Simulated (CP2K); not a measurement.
The C K edge of 2-nitrosoimidazole was computed by TDDFT (CP2K XAS_TDP, aug-cc-pVDZ, TDA) at these levels: BHandHLYP, PBEh(45%) and PBEh(45%) + GW2X. The first three lines of C3 (bonded to 3 N) with a strength over 0.0015, energy in eV and strength:

| run | first | second | third |
| --- | --- | --- | --- |
| 1 | 287.51 (0.008) | 289.93 (0.056) | 291.97 (0.002) |
| 2 | 282.29 (0.008) | 284.70 (0.057) | 286.75 (0.002) |
| 3 | 284.62 (0.012) | 286.84 (0.056) | 288.95 (0.002) |

**Question.** Which run is which?

Run 1: PBEh(45%) + GW2X (45 % exact exchange). Run 2: PBEh(45%) (45 % exact exchange). Run 3: BHandHLYP (50 % exact exchange). Self-interaction lifts the core level, so the uncorrected lines rise with the share of exact exchange. The GW2X run keeps the spacings of its parent: 2.42 eV between the first two lines in run 1, 2.41 eV in run 2. Its shift is +5.22 eV, since the Kohn–Sham level at this share of exchange lies that far above the quasiparticle level.

[Hosts, paths, dates, database ids (printed as entryN), source tags and the programs' standing remarks are cut or masked in the printed files.]
